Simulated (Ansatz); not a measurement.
# ScTeN3 (model cell, started as cubic perovskite with Te in the octahedra): relaxing the cell for a phonon run

Task: relax ScTeN3 (model cell, started as cubic perovskite with Te in the octahedra) tightly.

Calculated with Ansatz 0.2.0; DFT PBEsol, scalar-relativistic, plane waves, PAW; PAW set soft_1.

The structure was built from a prototype and need not be the compound's stable phase.

**1. The structure**

Symmetry: Pm-3m, No. 221, cubic system. Conventional cell: a = 3.959 Å, b = 3.959 Å, c = 3.959 Å, α = 90.00°, β = 90.00°, γ = 90.00°. Nearest to Sc lie 12 N at 2.80 Å and 8 Te at 3.43 Å. Nearest to Te lie 6 N at 1.98 Å and 8 Sc at 3.43 Å. N has 2 Te at 1.98 Å and 4 Sc at 2.80 Å nearest. Farther neighbours and most contacts between anions are not listed.

Structure file:

```
Sc Te N
1.0
     3.95920    0.00000    0.00000
     0.00000    3.95920    0.00000
     0.00000    0.00000    3.95920
Sc Te N
1 1 3
Direct
  0.00000 0.00000 0.00000
  0.50000 0.50000 0.50000
  0.50000 0.50000 0.00000
  0.50000 0.00000 0.50000
  0.00000 0.50000 0.50000
```

**2. A coarse first look**

First a cheap look: the gap decides the mesh and the occupations, the pressure tells how far the cell has to move.

input.yaml reads:

```yaml
crystal:
  lattice:
    - [3.9592, 0.0, 0.0]
    - [0.0, 3.9592, 0.0]
    - [0.0, 0.0, 3.9592]
  atoms:
    - { symbol: Sc, position: [0.0, 0.0, 0.0] }
    - { symbol: Te, position: [0.5, 0.5, 0.5] }
    - { symbol: "N", position: [0.5, 0.5, 0.0] }
    - { symbol: "N", position: [0.5, 0.0, 0.5] }
    - { symbol: "N", position: [0.0, 0.5, 0.5] }
kpoints:
  mp_grid: { grid: [4, 4, 4] }
hamiltonian:
  xc: pbesol
  pseudopotentials: { kind: paw, azcp: { folder: soft_1 }, xc_functional: pbe }
scf:
  occupations: { method: gaussian, width: 0.1 }
output:
  forces: true
  stress: true
  eigenvalues: true
```

Command:

```sh
ansatz run input.yaml --threads 8 --pin off --max-ram 16384MiB --backend cpu --events-out ev --progress --plain --runs-dir out
```

Numbers of over 12 decimals in the logs are rounded to 6 here.

Output:

```text
Engine: ansatz 0.2.0, x86_64-unknown-linux-gnu
Pseudopotentials: kind: paw
Pseudopotential: Sc, paw, valence charge 11, recommended cutoff 420 eV (normal), soft_1/Sc.paw.azcp
Pseudopotential: Te, paw, valence charge 16, recommended cutoff 420 eV (normal), soft_1/Te.paw.azcp
Pseudopotential: N, paw, valence charge 5, recommended cutoff 420 eV (normal), soft_1/N.paw.azcp
Functional definition: PBEsol
[...]
k-point 0: bands = [... 17 lower, 10.9358, 10.9358, 10.9970, 10.9970, 10.9970, 13.1898, 13.1898, 13.6185, ... 1 higher]
  k-point 1: bands = [... 17 lower, 10.4206, 10.4206, 10.6962, 10.6962, 11.7720, 13.6035, 13.6826, 14.1928, ... 1 higher]
  k-point 2: bands = [... 17 lower, 9.9833, 9.9833, 10.4617, 10.4617, 13.7493, 13.9392, 14.8663, 15.1305, ... 1 higher]
  k-point 9: bands = [... 17 lower, 10.3757, 12.7623, 12.7623, 12.7623, 13.8412, 13.8412, 13.8412, 14.3174, ... 1 higher]
[key lines of the parts left out:]
SCF converged after 7 iterations
Free energy (F): -10145.864334 eV
Fermi energy:    12.492225 eV
P = ⅓ Tr σ = -6.6434 GPa (-66.434 kbar)
```

Run time: 0.85 s. Hardware: 8 threads of AMD EPYC 7R32 (Zen 2), shared host; peak memory 0.41 GiB; 3.3 s of CPU time.

This step gave:

```yaml
pressure: -6.643 GPa
volume_per_atom: 12.41 Å³
gap_on_the_k_mesh: 0 eV
```

The coarse mesh shows no gap and a pressure of -6.6 GPa.

**3. Relaxation**

Harmonic phonons are second derivatives at a point where the forces vanish, and they are wanted at zero stress, so atoms and cell are relaxed first.

Edit input.yaml of step 2 so:

```diff
@@ -12,3 +12,3 @@
 kpoints:
-  mp_grid: { grid: [4, 4, 4] }
+  mp_grid: { grid: [10, 10, 10] }
 hamiltonian:
@@ -22 +22,6 @@
   eigenvalues: true
+relax:
+  adjacent_minimum: "off"
+  f_tol: 0.005
+  max_steps: 80
+  cell: { stress_tol: 0.05 }
```

Output:

```text
[...]
Crystal: 5 atoms, lattice volume = 62.062 Å³
Basis set: ecut = 420 eV, 1213 PW (Γ), exchange–correlation on 54×54×54 points (8 copies of the dense FFT grid, shifted against one another)
Bands: 26, of which v1, the nominal top of the filled ones, is band 21 counted from 1 (20 counted from 0)
Symmetry: 48 space group operations
[...]
k-points: 56 of 1000
[...]
SCF iter   1: F=—  HF=-10147.496812 eV  |F-HF|=—  |Δ(HF+E_count)|=         —  Δρ=8.86e-2  dr2=5.67e0  ethr=3.10e-3  ⟨swp⟩=6.2  Hψ=6845  notcnv=0
[...]
SCF iter   8: F=-10145.898725 eV  HF=-10145.898725 eV  |F-HF|=2.40e-10  |Δ(HF+E_count)|=   6.72e-8  Δρ=3.19e-6  dr2=5.59e-9  ethr=2.38e-10  ⟨swp⟩=10.4  Hψ=6862  notcnv=0
SCF 1 converged in 8 iterations: F = -10145.898725 eV  dr2 = 5.59e-9
[...]
relax step   1: F+E_penalty+E_count = -10145.89872544 eV  Δ(F+E_penalty+E_count) = +0.000e0 eV  max|allowed force component| = 5.469e-29 eV/Å  Δτ_max = 0.0000 Å  P = -5.854 GPa  Ω = 62.062 Å³  (8 SCF iters, dr2 threshold 1.00e-7 eV, accepted)
Crystal: 5 atoms, lattice volume = 60.050 Å³
Basis set: ecut = 420 eV, 1189 PW (Γ), exchange–correlation on 54×54×54 points (8 copies of the dense FFT grid, shifted against one another)
[...]
iter 1 solved again at ethr=8.18e-5 eV; its pass at ethr=3.10e-3 eV (dr2=3.44e-2 eV) is discarded
[...]
SCF iter   6: F=-10145.940563 eV  HF=-10145.940563 eV  |F-HF|=1.78e-8  |Δ(HF+E_count)|=   7.92e-8  Δρ=4.47e-6  dr2=2.47e-8  ethr=8.28e-10  ⟨swp⟩=3.9  Hψ=6368  notcnv=0
SCF 2 converged in 6 iterations: F = -10145.940563 eV  dr2 = 2.47e-8
[...]
relax step   2: F+E_penalty+E_count = -10145.94056268 eV  Δ(F+E_penalty+E_count) = -4.184e-2 eV  max|allowed force component| = 3.155e-30 eV/Å  Δτ_max = 0.0000 Å  P = +0.056 GPa  Ω = 60.050 Å³  energy of the carried Pulay correction = +4.095e-3 eV  (6 SCF iters, dr2 threshold 5.00e-7 eV, accepted)
Crystal: 5 atoms, lattice volume = 60.069 Å³
[...]
SCF iter   6: F=-10145.940528 eV  HF=-10145.940528 eV  |F-HF|=3.64e-12  |Δ(HF+E_count)|=  3.64e-12  Δρ=4.39e-8  dr2=2.08e-12  ethr=1.00e-12  ⟨swp⟩=2.0  Hψ=3545  notcnv=0
SCF 3 converged in 6 iterations: F = -10145.940528 eV  dr2 = 2.08e-12
relax step   3: F+E_penalty+E_count = -10145.94052755 eV  Δ(F+E_penalty+E_count) = +3.513e-5 eV  max|allowed force component| = 1.768e-30 eV/Å  Δτ_max = 0.0000 Å  P = -0.001 GPa  Ω = 60.069 Å³  energy of the carried Pulay correction = +4.057e-3 eV  (6 SCF iters, dr2 threshold 7.92e-9 eV, accepted)
[...]
relax step   4: F+E_penalty+E_count = -10145.93690267 eV  Δ(F+E_penalty+E_count) = +3.625e-3 eV  max|allowed force component| = 2.380e-30 eV/Å  Δτ_max = 0.0000 Å  P = -0.078 GPa  Ω = 60.069 Å³  stress off target by 7.76e-2 GPa  SCF on the basis re-selected at this cell (its energy is not comparable with the rows above)  (6 SCF iters)
[...]
relax step   5: F+E_penalty+E_count = -10145.93696265 eV  Δ(F+E_penalty+E_count) = -5.998e-5 eV  max|allowed force component| = 2.344e-30 eV/Å  Δτ_max = 0.0000 Å  P = +0.000 GPa  Ω = 60.044 Å³  energy of the carried Pulay correction = +5.388e-5 eV  (6 SCF iters, dr2 threshold 1.51e-8 eV, accepted)
[...]
SCF iter   1: F=—  HF=-10145.936975 eV  |F-HF|=—  |Δ(HF+E_count)|=         —  Δρ=2.63e-6  dr2=3.23e-9  ethr=8.15e-8  ⟨swp⟩=4.1  Hψ=11736  notcnv=0
eigensolver tolerance schedule: the retry pair's looser diagonalisation over-reported the residual by 10605.55 of it (diagonalisation noise at 0.39 of the residual, at the tolerance the schedule requests for it); recorded, not acted on — ethr = c·dr2/N_el stays at c = 1.0e-1
[...]
SCF iter   2: F=—  HF=-10145.936932 eV  |F-HF|=—  |Δ(HF+E_count)|=   4.31e-5  Δρ=1.25e-6  dr2=8.39e-10  ethr=7.69e-12  ⟨swp⟩=3.8  Hψ=3805  notcnv=0
[...]
SCF iter   8: F=-10145.936932 eV  HF=-10145.936932 eV  |F-HF|=1.82e-12  |Δ(HF+E_count)|=  3.64e-12  Δρ=2.70e-9  dr2=4.82e-15  ethr=1.00e-12  ⟨swp⟩=2.0  Hψ=3506  notcnv=0
SCF 6 converged in 8 iterations: F = -10145.936932 eV  dr2 = 4.82e-15
relax step   6: F+E_penalty+E_count = -10145.93693150 eV  Δ(F+E_penalty+E_count) = +3.115e-5 eV  max|allowed force component| = 4.128e-30 eV/Å  Δτ_max = 0.0000 Å  P = -0.000 GPa  Ω = 60.044 Å³  stress off target by 4.32e-4 GPa  SCF on the basis re-selected at this cell (its energy is not comparable with the rows above)  (8 SCF iters)
[...]
SCF converged after 8 iterations
Free energy (F): -10145.936932 eV
[...]
Internal energy: -10145.931660 eV  (E = F + TS)
E sigma→0 (E₀):  -10145.934296 eV
Entropy (-TS):   -0.005272 eV (-1.054 meV/atom)
Fermi energy:    12.849998 eV
[...]
--- Stress (GPa, compression-positive) ---
       -0.000432      -0.000000      -0.000000
       -0.000000      -0.000432       0.000000
       -0.000000       0.000000      -0.000432
  P = ⅓ Tr σ = -0.0004 GPa (-0.004 kbar)
--- Band table (eV; the first three rows and the last of 56) ---
  k-point 0: bands = [... 17 lower, 11.4113, 11.4113, 11.4470, 11.4470, 11.4470, 13.7466, 13.7466, 14.1904, ... 1 higher]
  k-point 1: bands = [... 17 lower, 11.3121, 11.3121, 11.3646, 11.3646, 11.3885, 13.8253, 14.0034, 14.2032, ... 1 higher]
  k-point 2: bands = [... 17 lower, 11.0187, 11.0187, 11.2356, 11.2356, 11.9295, 14.0406, 14.2372, 14.5292, ... 1 higher]
  k-point 55: bands = [... 17 lower, 10.9170, 13.2944, 13.2944, 13.2944, 14.4542, 14.4542, 14.4542, 14.9370, ... 1 higher]
--- Relaxed structure (4 steps of the walk, 4 accepted, 2 SCFs on fresh bases) ---
  F+E_penalty+E_count = -10145.93693150 eV   max|allowed force component| = 4.128e-30 eV/Å   (the final SCF, on the basis selected at the relaxed cell)
  cell:  # Å, volume = 60.0436 Å³
    - [3.915816, 0, 0]
    - [0, 3.915816, 0.0]
    - [0, 0.0, 3.915816]
  atoms:
    - { symbol: Sc, position: [0, 0, 0] }
    - { symbol: Te, position: [0.5, 0.5, 0.5] }
    - { symbol: N, position: [0.5, 0.5, 0] }
    - { symbol: N, position: [0.5, 0, 0.5] }
    - { symbol: N, position: [0, 0.5, 0.5] }
```

Elapsed: 7.6 s, on 8 threads; peak memory 0.54 GiB; 49 s of CPU time.

The steps of the relaxation:

```
step  energy less that of the first step (eV)  largest force component (eV/Å)  pressure (GPa)  volume (Å³)
   1                                   0.0000                          0.0000           -5.85        62.06
   2                                  -0.0418                          0.0000            0.06        60.05
   3                                  -0.0418                          0.0000            0.00        60.07
  4*                                  -0.0382                          0.0000           -0.08        60.07
   5                                  -0.0382                          0.0000            0.00        60.04
  6*                                  -0.0382                          0.0000            0.00        60.04
```

Relaxation steps marked * repeat the geometry before them on a plane-wave basis chosen anew for their cell, so energy and pressure can jump there.

Forces are held to the 48 operations that the run works with; a distortion that breaks them can't arise in this run.

```
conventional cell, symmetrised  before  after  change
                         a (Å)   3.959  3.916  -1.1 %
                         b (Å)   3.959  3.916  -1.1 %
                         c (Å)   3.959  3.916  -1.1 %
              volume (Å³/atom)   12.41  12.01  -3.3 %
```

The relaxed structure:

```xyz
5
Lattice="3.9158 0.0000 0.0000 0.0000 3.9158 0.0000 0.0000 0.0000 3.9158" Properties=species:S:1:pos:R:3 pbc="T T T"
Sc    0.0000    0.0000    0.0000
Te    1.9579    1.9579    1.9579
N     1.9579    1.9579    0.0000
N     1.9579    0.0000    1.9579
N     0.0000    1.9579    1.9579
```

Numbers from this step:

```yaml
pressure: -4.32e-4 GPa
volume_per_atom: 12.01 Å³
```

In this step the volume went from 12.41 to 12.01 Å³/atom.

**4. Relaxing to small forces for the phonons**

Phonons need a cell at rest on their own settings, so the relaxation is repeated with tight tolerances on forces and stress on the k mesh and occupations of the first response run.

input.yaml, the sections that differ from step 3:

```yaml
crystal:
  lattice:
    - [3.9158159669, 0.0, 0.0]
    - [0.0, 3.9158159669, 0.0]
    - [0.0, 0.0, 3.9158159669]
  atoms:
    - { symbol: Sc, position: [0.0, 0.0, 0.0] }
    - { symbol: Te, position: [0.5, 0.5, 0.5] }
    - { symbol: "N", position: [0.5, 0.5, 0.0] }
    - { symbol: "N", position: [0.5, 0.0, 0.5] }
    - { symbol: "N", position: [0.0, 0.5, 0.5] }
kpoints:
  mp_grid: { grid: [12, 12, 12] }
scf:
  occupations: { method: methfessel_paxton, width: 0.2 }
relax:
  adjacent_minimum: "off"
  f_tol: 0.001
  max_steps: 60
  cell: { stress_tol: 0.01 }
# hamiltonian, output: as in step 3
```

Output:

```text
[...]
Crystal: 5 atoms, lattice volume = 60.044 Å³
Basis set: ecut = 420 eV, 1189 PW (Γ), exchange–correlation on 54×54×54 points (8 copies of the dense FFT grid, shifted against one another)
Bands: 26, of which v1, the nominal top of the filled ones, is band 21 counted from 1 (20 counted from 0)
[... 1 set-up line as in the run before ...]
[...]
k-points: 84 of 1728
[...]
--- Relaxed structure (3 steps of the walk, 3 accepted, 1 SCFs on fresh bases) ---
[...]
cell:  # Å, volume = 59.9212 Å³
    - [3.913153, 0, 0]
    - [0, 3.913153, 0.0]
    - [0.0, 0.0, 3.913153]
  atoms:
    - { symbol: Sc, position: [0, 0, 0] }
    - { symbol: Te, position: [0.5, 0.5, 0.5] }
    - { symbol: N, position: [0.5, 0.5, 0] }
    - { symbol: N, position: [0.5, 0, 0.5] }
    - { symbol: N, position: [0, 0.5, 0.5] }
[key lines of the parts left out:]
SCF converged after 5 iterations
Free energy (F): -10145.928586 eV
Fermi energy:    12.912159 eV
P = ⅓ Tr σ = -0.0047 GPa (-0.047 kbar)
```

Run time: 7.1 s. Hardware: 8 threads; peak memory 0.55 GiB; 48 s of CPU time.

Little changed from the start: no atom moved by 0.005 Å and no cell edge by 0.1 %.

Numbers from this step:

- pressure: -0.004737 GPa
- volume per atom: 11.98 Å³

The forces vanish by symmetry and the pressure is -0.005 GPa, within the tolerances set. The cell now holds 11.98 Å³/atom.

**5. What came out**

```yaml
space_group_after_relaxation_within_0p01_a: Pm-3m
lattice_constant_a: 3.913 Å
lattice_constant_b: 3.913 Å
lattice_constant_c: 3.913 Å
volume_per_atom: 12.0 Å³
```

**Reading.** The forces vanish by symmetry and the pressure is -0.005 GPa, within the tolerances set. The cell now holds 11.98 Å³/atom. The relaxation keeps the symmetry of its start, so it says nothing on stability against lower symmetry. Spin-orbit coupling is left out, which can matter for the heavy elements here. The PAW files were made for PBE and serve the other functionals too. The starting cell was built on a prototype and not taken from a measurement, so the phase need not exist.

[Logs are printed without paths, hosts, clocks, repeated set-up lines and the standing remarks that a program may print on its own settings, such as how far it seeks lower states.]

[Hosts, paths, dates, database ids (printed as entryN), source tags and the programs' standing remarks are cut or masked in the printed files.]
